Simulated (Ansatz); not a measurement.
Entries from a set of simulations; values are calculated unless marked as measured.

From HSE06 to G0W0: ZnAs2 (P2_1/c). Symmetry: P2_1/c, No. 14, monoclinic system. The conventional cell has a = 9.287 Å, b = 7.691 Å, c = 8.010 Å, α = 90.00°, β = 102.28°, γ = 90.00°. Nearest to Zn lie 4 As at 2.46 to 2.53 Å. Zn has 4 As at 2.42 to 2.50 Å nearest. Nearest to As lie 2 As at 2.41 to 2.42 Å and 2 Zn at 2.45 to 2.50 Å. As has 2 As at 2.42 to 2.45 Å and 2 Zn at 2.46 to 2.51 Å nearest. As has 2 As at 2.41 Å and 2 Zn at 2.42 to 2.43 Å nearest. Nearest to As lie 2 As at 2.41 to 2.45 Å and 2 Zn at 2.50 to 2.53 Å. Farther neighbours are not listed. The calculation used G0W0 on HSE06, plane waves, PAW (and 1 further level or step) in Ansatz 0.2.0, with cutoff 660 eV, 2×2×2 k-mesh, {"kind": "paw", "source": "ansatz"}, empty bands 1464, screening cutoff 110 eV, screening contour deformation, QP bands (v4, c4) in one of its runs. The HSE06 gap is 0.93 eV, direct, the G0W0 gap on the mesh is 1.10 eV, from k = Γ to k = Γ and the GW settings are 2×2×2 mesh, 1464 empty bands, screening to 110 eV, hard PAW files. The known limits are not at the basis limit; no spin-orbit coupling; coarse k mesh. It took 2 runs, 6.7 min in all on 1 × NVIDIA GB200 with 32 threads of Arm Neoverse V2, shared host (the runs of this entry). The correction moves the gap on the mesh from 0.93 eV to 1.10 eV (+0.16 eV): the valence edge shifts by −0.19 eV and the conduction edge by −0.02 eV on the run's own scale. Z is 0.78 and 0.79 at the edges, as usual for well-defined quasiparticles. In doubt: masses and optical values from hybrid runs of this build are listed as unsure (in some of the runs), which bears on the screening that GW takes from such a start. The cell and positions come from the Crystallography Open Database and are kept as given unless a step says otherwise. Limits: no spin-orbit coupling. Bands and cutoff are finite, so the gap is not at the basis limit. The miss can reach some tenths of an eV and take either sign; the mesh is an error of its own. The 2×2×2 mesh is coarse for this cell (its supercell is 15 Å along the shortest edge). The RPA ε∞ on it, from the HSE06 start, is 9.99, 10.06 and 15.29; such meshes misread the long-range screening, most where the gap is narrow.

[Runs of the session that timed out or met a known fault of the program may be left out.]

[Cells called generated may have been cut or substituted from an entry of the Crystallography Open Database or the Materials Project.]

[Hosts, paths, dates, database ids (printed as entryN), source tags and the programs' standing remarks are cut or masked in the printed files.]
